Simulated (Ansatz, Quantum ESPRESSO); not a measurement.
# CaBe3 (Pm-3m): zone-centre phonons, part 2 of 3

Which modes does CaBe3 (Pm-3m) have at the zone centre?

Quantum ESPRESSO 7.5; DFT PBEsol, scalar-relativistic, plane waves, PseudoDojo norm-conserving pseudopotentials.

So far. Step 2 (A probe with smearing): No gap opens on this mesh, so smearing is kept; the start stands at -2.3 GPa. The relaxed cell has a = 3.935 Å (conventional setting).

The structure was built from a prototype and need not be the compound's stable phase.

**5. Ground state**

The response is built on this ground state, so it is converged far tighter than an energy would need. Smearing stays on, as the first look found no gap above 0.3 eV.

Contents of scf.in:

```
&CONTROL
  calculation = 'scf'
  prefix      = 'x'
  outdir      = './tmp'
  pseudo_dir  = './pseudo'
  tprnfor     = .true.
  tstress     = .true.
/
&SYSTEM
  ibrav       = 0
  nat         = 4
  ntyp        = 2
  ecutwfc     = 76.0
  occupations = 'smearing'
  smearing    = 'mv'
  degauss     = 0.02
/
&ELECTRONS
  conv_thr         = 1.0d-12
  mixing_beta      = 0.7
  electron_maxstep = 100
/
ATOMIC_SPECIES
 Ca     40.0780  Ca.upf
 Be      9.0122  Be.upf
CELL_PARAMETERS angstrom
     3.935445389    0.000000000    0.000000000
     0.000000000    3.935445389    0.000000000
     0.000000000    0.000000000    3.935445389
ATOMIC_POSITIONS crystal
 Ca     0.000000000   0.000000000   0.000000000
 Be     0.000000000   0.500000000   0.500000000
 Be     0.500000000   0.000000000   0.500000000
 Be     0.500000000   0.500000000   0.000000000
K_POINTS automatic
 8 8 8 0 0 0
```

Started as:

```sh
$ OMP_NUM_THREADS=1 mpirun -n 4 pw.x -nk 4 -in scf.in > scf.out
```

Output:

```text
[banners, grids, parts of the stress and lines that vanish by symmetry left out]
[banner, memory and clock lines left out]
Program PWSCF v.7.5

[...]
kinetic-energy cutoff     =      76.0000  Ry
     charge density cutoff     =     304.0000  Ry
     scf convergence threshold =      1.0E-12
[...]
Exchange-correlation= PBESOL
                           (   1   4  10   8   0   0   0)
[...]
48 Sym. Ops., with inversion, found
[...]
number of k points=    35  Marzari-Vanderbilt smearing, width (Ry)=  0.0200
[...]
End of self-consistent calculation
[...]
the Fermi energy is     6.1526 ev
!    total energy              =    -160.35013924 Ry
[...]
convergence has been achieved in   9 iterations
[...]
atom    1 type  1   force =     0.00000000    0.00000000    0.00000000
     atom    2 type  2   force =     0.00000000    0.00000000    0.00000000
     atom    3 type  2   force =     0.00000000    0.00000000    0.00000000
     atom    4 type  2   force =     0.00000000    0.00000000    0.00000000
     Total force =     0.000000     Total SCF correction =     0.000000
[...]
total   stress  (Ry/bohr**3)                   (kbar)     P=       -0.24
[...]
XML data file, charge density, pseudopotentials, collected wavefunctions
```

The job ended after 11 s (4 MPI ranks of Arm Neoverse V2, shared host).

The cell stands at -0.024 GPa, close enough for phonons.

**6. Linear response at Γ**

At q = 0 one unit cell holds all displacements; symmetry groups them into irreducible representations that are solved one by one. With smeared occupations no response to a homogeneous field can be asked.

Contents of ph.in:

```
phonons
&INPUTPH
  prefix       = 'x'
  outdir       = './tmp'
  fildyn       = 'g.dyn'
  tr2_ph       = 1.0d-18
  alpha_mix(1) = 0.4
  nmix_ph      = 8
/
0.000000000000 0.000000000000 0.000000000000
```

Started as:

```sh
$ OMP_NUM_THREADS=1 mpirun -n 4 ph.x -nk 4 -in ph.in > ph.out
```

Output:

```text
[banners, grids, parts of the stress and lines that vanish by symmetry left out]
[banner, memory and clock lines left out]
Program PHONON v.7.5

     ./tmp/x.save/

     IMPORTANT: XC functional enforced from input :
     Exchange-correlation= PBESOL
                           (   1   4  10   8   0   0   0)
     Any further DFT definition will be discarded
     Please, verify this is what you really want

     G-vector sticks info

     Reading collected, re-writing distributed wavefunctions in ./tmp/

     Number and degeneracy of irreps per q-point
       N         xq(1)         xq(2)         xq(3)   N irreps
       1   0.000000000   0.000000000   0.000000000       4
        3   3   3   3

     Calculation of q =    0.0000000   0.0000000   0.0000000

     phonons

     bravais-lattice index     =            0
     lattice parameter (alat)  =       7.4369  a.u.
     unit-cell volume          =     411.3185 (a.u.)^3
     number of atoms/cell      =            4
     number of atomic types    =            2
     kinetic-energy cut-off    =      76.0000  Ry
     charge density cut-off    =     304.0000  Ry
     convergence threshold     =      1.0E-18
     beta                      =       0.4000
     number of iterations used =            8
     Exchange-correlation= PBESOL
                           (   1   4  10   8   0   0   0)

     celldm(1)=    7.43691  celldm(2)=    0.00000  celldm(3)=    0.00000
     celldm(4)=    0.00000  celldm(5)=    0.00000  celldm(6)=    0.00000

     crystal axes: (cart. coord. in units of alat)
               a(1) = (  1.0000  0.0000  0.0000 )
               a(2) = (  0.0000  1.0000  0.0000 )
               a(3) = (  0.0000  0.0000  1.0000 )

     reciprocal axes: (cart. coord. in units 2 pi/alat)
               b(1) = (  1.0000  0.0000  0.0000 )
               b(2) = (  0.0000  1.0000  0.0000 )
               b(3) = (  0.0000  0.0000  1.0000 )

     Atoms inside the unit cell:

     Cartesian axes

     site n.  atom      mass           positions (alat units)
        1  Ca     40.0780   tau(    1) = (    0.00000    0.00000    0.00000  )
        2  Be      9.0122   tau(    2) = (    0.00000    0.50000    0.50000  )
        3  Be      9.0122   tau(    3) = (    0.50000    0.00000    0.50000  )
        4  Be      9.0122   tau(    4) = (    0.50000    0.50000    0.00000  )

     Computing dynamical matrix for
                    q = (   0.0000000   0.0000000   0.0000000 )

     49 Sym.Ops. (with q -> -q+G )

     G cutoff =  425.8919  (  36785 G-vectors)     FFT grid: ( 45, 45, 45)

     number of k points=    35  Marzari-Vanderbilt smearing, width (Ry)=  0.0200
                       cart. coord. in units 2pi/alat
        k(    1) = (   0.0000000   0.0000000   0.0000000), wk =   0.0039062
        k(    2) = (   0.0000000   0.0000000   0.1250000), wk =   0.0234375
        k(    3) = (   0.0000000   0.0000000   0.2500000), wk =   0.0234375
        [... further k-points left out ...]

     PseudoPot. # 1 for Ca read from file:
     ./pseudo/Ca.upf
     Pseudo is Norm-conserving + core correction, Zval = 10.0
     Using radial grid of 1746 points,  6 beta functions with:
                l(1) =   0
                l(2) =   0
                l(3) =   1
                l(4) =   1
                l(5) =   2
                l(6) =   2

     PseudoPot. # 2 for Be read from file:
     ./pseudo/Be.upf
     Pseudo is Norm-conserving, Zval =  4.0
     Using radial grid of 1358 points,  4 beta functions with:
                l(1) =   0
                l(2) =   0
                l(3) =   1
                l(4) =   1

     Mode symmetry, O_h (m-3m)  point group:

     Atomic displacements:
     There are    4 irreducible representations

     Representation     1      3 modes -  To be done

     Representation     2      3 modes -  To be done

     Representation     3      3 modes -  To be done

     Representation     4      3 modes -  To be done

     Alpha used in Ewald sum =   2.8000

     Representation #   1 modes #   1   2   3

     Self-consistent Calculation
      iter #   1   av.it.:   7.2
      thresh= 1.000E-02 alpha_mix =  0.400 |ddv_scf|^2 =  3.643E-07
      iter #   2   av.it.:  14.2
      thresh= 6.035E-05 alpha_mix =  0.400 |ddv_scf|^2 =  1.050E-08
      iter #   3   av.it.:  15.1
      thresh= 1.024E-05 alpha_mix =  0.400 |ddv_scf|^2 =  2.522E-09
      iter #   4   av.it.:  15.3
      thresh= 5.022E-06 alpha_mix =  0.400 |ddv_scf|^2 =  9.976E-11
      iter #   5   av.it.:  15.9
      thresh= 9.988E-07 alpha_mix =  0.400 |ddv_scf|^2 =  3.883E-12
      iter #   6   av.it.:  15.2
      thresh= 1.970E-07 alpha_mix =  0.400 |ddv_scf|^2 =  3.975E-14
      iter #   7   av.it.:  15.2
      thresh= 1.994E-08 alpha_mix =  0.400 |ddv_scf|^2 =  7.980E-15
      iter #   8   av.it.:  16.0
      thresh= 8.933E-09 alpha_mix =  0.400 |ddv_scf|^2 =  3.401E-17
      iter #   9   av.it.:  16.3
      thresh= 5.832E-10 alpha_mix =  0.400 |ddv_scf|^2 =  2.851E-19

     End of self-consistent calculation

     Convergence has been achieved

     Representation #   2 modes #   4   5   6

     Self-consistent Calculation
      iter #   1   av.it.:   6.0
      thresh= 1.000E-02 alpha_mix =  0.400 |ddv_scf|^2 =  1.184E-07
      iter #   2   av.it.:  13.8
      thresh= 3.440E-05 alpha_mix =  0.400 |ddv_scf|^2 =  1.401E-08
      iter #   3   av.it.:  14.2
      thresh= 1.184E-05 alpha_mix =  0.400 |ddv_scf|^2 =  1.982E-09
      iter #   4   av.it.:  14.7
      thresh= 4.452E-06 alpha_mix =  0.400 |ddv_scf|^2 =  9.981E-11
      iter #   5   av.it.:  14.8
      thresh= 9.991E-07 alpha_mix =  0.400 |ddv_scf|^2 =  4.638E-12
[...]
End of self-consistent calculation

     Convergence has been achieved

     Representation #   3 modes #   7   8   9

     Self-consistent Calculation
[...]
End of self-consistent calculation

     Convergence has been achieved

     Representation #   4 modes #  10  11  12

     Self-consistent Calculation
[...]
iter #   2   av.it.:  14.2
      thresh= 2.892E-05 alpha_mix =  0.400 |ddv_scf|^2 =  1.573E-08
      iter #   3   av.it.:  15.1
      thresh= 1.254E-05 alpha_mix =  0.400 |ddv_scf|^2 =  6.361E-10
      iter #   4   av.it.:  15.1
      thresh= 2.522E-06 alpha_mix =  0.400 |ddv_scf|^2 =  1.554E-12
      iter #   5   av.it.:  15.0
      thresh= 1.246E-07 alpha_mix =  0.400 |ddv_scf|^2 =  4.039E-13
      iter #   6   av.it.:  15.3
      thresh= 6.355E-08 alpha_mix =  0.400 |ddv_scf|^2 =  2.698E-16
      iter #   7   av.it.:  15.8
      thresh= 1.643E-09 alpha_mix =  0.400 |ddv_scf|^2 =  2.331E-17
      iter #   8   av.it.:  15.3
      thresh= 4.828E-10 alpha_mix =  0.400 |ddv_scf|^2 =  2.795E-19

     End of self-consistent calculation

     Convergence has been achieved

     Number of q in the star =    1
     List of q in the star:
          1   0.000000000   0.000000000   0.000000000

     Diagonalizing the dynamical matrix

     q = (    0.000000000   0.000000000   0.000000000 )

 **************************************************************************
     freq (    1) =      -7.775387 [THz] =    -259.358985 [cm-1]
     freq (    2) =      -7.775387 [THz] =    -259.358985 [cm-1]
     freq (    3) =      -7.775387 [THz] =    -259.358985 [cm-1]
     freq (    4) =      -0.293218 [THz] =      -9.780714 [cm-1]
     freq (    5) =      -0.293218 [THz] =      -9.780714 [cm-1]
     freq (    6) =      -0.293218 [THz] =      -9.780714 [cm-1]
     freq (    7) =      11.019611 [THz] =     367.574658 [cm-1]
     freq (    8) =      11.019611 [THz] =     367.574658 [cm-1]
     freq (    9) =      11.019611 [THz] =     367.574658 [cm-1]
     freq (   10) =      12.249019 [THz] =     408.583288 [cm-1]
     freq (   11) =      12.249019 [THz] =     408.583288 [cm-1]
     freq (   12) =      12.249019 [THz] =     408.583288 [cm-1]
 **************************************************************************

     Mode symmetry, O_h (m-3m)  point group:

     freq (   1-   3) =       -259.4  [cm-1]   --> T_1u G_15  G_4- I
     freq (   4-   6) =         -9.8  [cm-1]   --> T_1u G_15  G_4- I
     freq (   7-   9) =        367.6  [cm-1]   --> T_2u G_25  G_5-
     freq (  10-  12) =        408.6  [cm-1]   --> T_1u G_15  G_4- I
```

The job ended after 5.6 min (4 MPI ranks).

This step gave:

- largest acoustic frequency at the zone centre before the sum rule: -9.78 cm⁻¹
- highest optical zone-centre mode (no LO-TO term): 408.6 cm⁻¹
- lowest optical zone-centre mode: -259.4 cm⁻¹

The acoustic modes at Γ come out as far as 9.8 cm⁻¹ from zero, where they should vanish, a small numerical error. The lowest optical mode is imaginary, 259i cm⁻¹, an instability at this level and on this k mesh.

**7. Modes with the sum rule**

A rigid shift of the crystal must cost nothing, but grids and finite bases break this; the acoustic sum rule is imposed before the matrix is diagonalised again.

Contents of dynmat.in:

```
&INPUT
  fildyn = 'g.dyn'
  asr    = 'simple'
  fileig = 'dynmat.eig'
/
```

Started as:

```sh
$ dynmat.x -in dynmat.in > dynmat.out
```

Output:

```text
[banner, memory and clock lines left out]
Program DYNMAT v.7.5

     Reading Dynamical Matrix from file g.dyn
     ...Force constants read
     ...epsilon and Z* not read (not found on file)
     A direction for q was not specified:TO-LO splitting will be absent

     Polarizability (A^3 units)
     multiply by 1.000000 for Clausius-Mossotti correction
         0.000000    0.000000    0.000000
         0.000000    0.000000    0.000000
         0.000000    0.000000    0.000000

     IR activities are in (D/A)^2/amu units

# mode   [cm-1]    [THz]      IR
    1   -259.70   -7.7857    0.0000
    2   -259.70   -7.7857    0.0000
    3   -259.70   -7.7857    0.0000
    4     -0.00   -0.0000    0.0000
    5     -0.00   -0.0000    0.0000
    6      0.00    0.0000    0.0000
    7    366.34   10.9826    0.0000
    8    366.34   10.9826    0.0000
    9    366.34   10.9826    0.0000
   10    408.16   12.2365    0.0000
   11    408.16   12.2365    0.0000
   12    408.16   12.2365    0.0000

[end of the log left out, with the tail of the file of modes that dynmat.x writes under the same name]
```

Wall time 0.47 s (1 thread).

Read from the output:

| Quantity | Value |
| --- | --- |
| highest optical zone-centre mode (no LO-TO term) | 408.2 cm⁻¹ |
| lowest optical zone-centre mode | -259.7 cm⁻¹ |

Unit eigenvectors of the mass-weighted matrix after the sum rule; no LO-TO term. Modes at Γ, with each element's share of the kinetic energy (negative means imaginary):

```csv
mode,frequency (cm⁻¹),Ca %,Be %
1,-259.7,4,96
2,-259.7,4,96
3,-259.7,4,96
4,0.0,60,40
5,0.0,60,40
6,0.0,60,40
7,366.3,0,100
8,366.3,0,100
9,366.3,0,100
10,408.2,36,64
11,408.2,36,64
12,408.2,36,64
```

Displacements in mode 1 (-259.7 cm⁻¹), the largest set to 1:
```
Ca1  0.00  0.00 -0.10
Be2  0.00  0.00 -0.27
Be3  0.00  0.00 -0.27
Be4  0.00  0.00  1.00
```

Displacements in mode 10 (408.2 cm⁻¹), the largest set to 1:
```
Ca1 -0.02  0.03  0.52
Be2  0.01 -0.05 -1.00
Be3  0.04 -0.02 -1.00
Be4  0.04 -0.05 -0.31
```

The rule also moves an optical mode by 1.2 cm⁻¹.

**8. Sum rules set otherwise (asr no)**

Without the rule the raw error of the acoustic modes shows.

Contents of dynmat.in:

```
&INPUT
  fildyn = 'g.dyn'
  asr    = 'no'
  fileig = 'dynmat.eig'
/
```

Started as:

```sh
$ dynmat.x -in dynmat.in > dynmat.out
```

Output:

```text
[banner, memory and clock lines left out]
Program DYNMAT v.7.5

     Reading Dynamical Matrix from file g.dyn
     ...Force constants read
     ...epsilon and Z* not read (not found on file)
     A direction for q was not specified:TO-LO splitting will be absent

     Polarizability (A^3 units)
     multiply by 1.000000 for Clausius-Mossotti correction
         0.000000    0.000000    0.000000
         0.000000    0.000000    0.000000
         0.000000    0.000000    0.000000

     IR activities are in (D/A)^2/amu units

# mode   [cm-1]    [THz]      IR
    1   -259.36   -7.7754    0.0000
    2   -259.36   -7.7754    0.0000
    3   -259.36   -7.7754    0.0000
    4     -9.78   -0.2932    0.0000
    5     -9.78   -0.2932    0.0000
    6     -9.78   -0.2932    0.0000
    7    367.57   11.0196    0.0000
    8    367.57   11.0196    0.0000
    9    367.57   11.0196    0.0000
   10    408.58   12.2490    0.0000
   11    408.58   12.2490    0.0000
   12    408.58   12.2490    0.0000

[end of the log left out, with the tail of the file of modes that dynmat.x writes under the same name]
```

Wall time 0.47 s (1 thread).

Read from the output:

| Quantity | Value |
| --- | --- |
| highest optical zone-centre mode (no LO-TO term) | 408.6 cm⁻¹ |
| lowest optical zone-centre mode | -259.4 cm⁻¹ |

Zone-centre frequencies as printed; negative means imaginary. Modes:

```csv
mode,frequency (cm⁻¹)
1,-259.4
2,-259.4
3,-259.4
4,-9.78
5,-9.78
6,-9.78
7,367.6
8,367.6
9,367.6
10,408.6
11,408.6
12,408.6
```

Against the first rule no mode moves by more than 9.8 cm⁻¹.

**9. Sum rules set otherwise (asr crystal)**

The rule can be imposed in more than one way; the choices should agree where the raw error is small.

Contents of dynmat.in:

```
&INPUT
  fildyn = 'g.dyn'
  asr    = 'crystal'
  fileig = 'dynmat.eig'
/
```

Started as:

```sh
$ dynmat.x -in dynmat.in > dynmat.out
```

Output:

```text
[banner, memory and clock lines left out]
Program DYNMAT v.7.5

     Reading Dynamical Matrix from file g.dyn
     ...Force constants read
     ...epsilon and Z* not read (not found on file)
     Acoustic Sum Rule: || Z*(ASR) - Z*(orig)|| =    0.000000E+00
     Acoustic Sum Rule: ||dyn(ASR) - dyn(orig)||=    2.423037E-03
     A direction for q was not specified:TO-LO splitting will be absent

     Polarizability (A^3 units)
     multiply by 1.000000 for Clausius-Mossotti correction
         0.000000    0.000000    0.000000
         0.000000    0.000000    0.000000
         0.000000    0.000000    0.000000

     IR activities are in (D/A)^2/amu units

# mode   [cm-1]    [THz]      IR
    1   -259.33   -7.7746    0.0000
    2   -259.33   -7.7746    0.0000
    3   -259.33   -7.7746    0.0000
    4     -0.00   -0.0000    0.0000
    5      0.00    0.0000    0.0000
    6      0.00    0.0000    0.0000
    7    367.57   11.0196    0.0000
    8    367.57   11.0196    0.0000
    9    367.57   11.0196    0.0000
   10    407.46   12.2154    0.0000
   11    407.46   12.2154    0.0000
   12    407.46   12.2154    0.0000

[end of the log left out, with the tail of the file of modes that dynmat.x writes under the same name]
```

Run time: 0.47 s. Hardware: 1 thread.

This step gave:

| Quantity | Value |
| --- | --- |
| highest optical zone-centre mode (no LO-TO term) | 407.5 cm⁻¹ |
| lowest optical zone-centre mode | -259.3 cm⁻¹ |

Zone-centre frequencies as printed; negative means imaginary. Modes:

```csv
mode,frequency (cm⁻¹)
1,-259.3
2,-259.3
3,-259.3
4,0
5,0
6,0
7,367.6
8,367.6
9,367.6
10,407.5
11,407.5
12,407.5
```

Against the first rule no mode moves by more than 1.3 cm⁻¹.

(Continued in part 3 of 3.)

[Host names and launcher messages were left out of these logs when they were recorded.]

[Logs are printed without paths, hosts, clocks, repeated set-up lines and the standing remarks that a program may print on its own settings, such as how far it seeks lower states.]

[Hosts, paths, dates, database ids (printed as entryN), source tags and the programs' standing remarks are cut or masked in the printed files.]
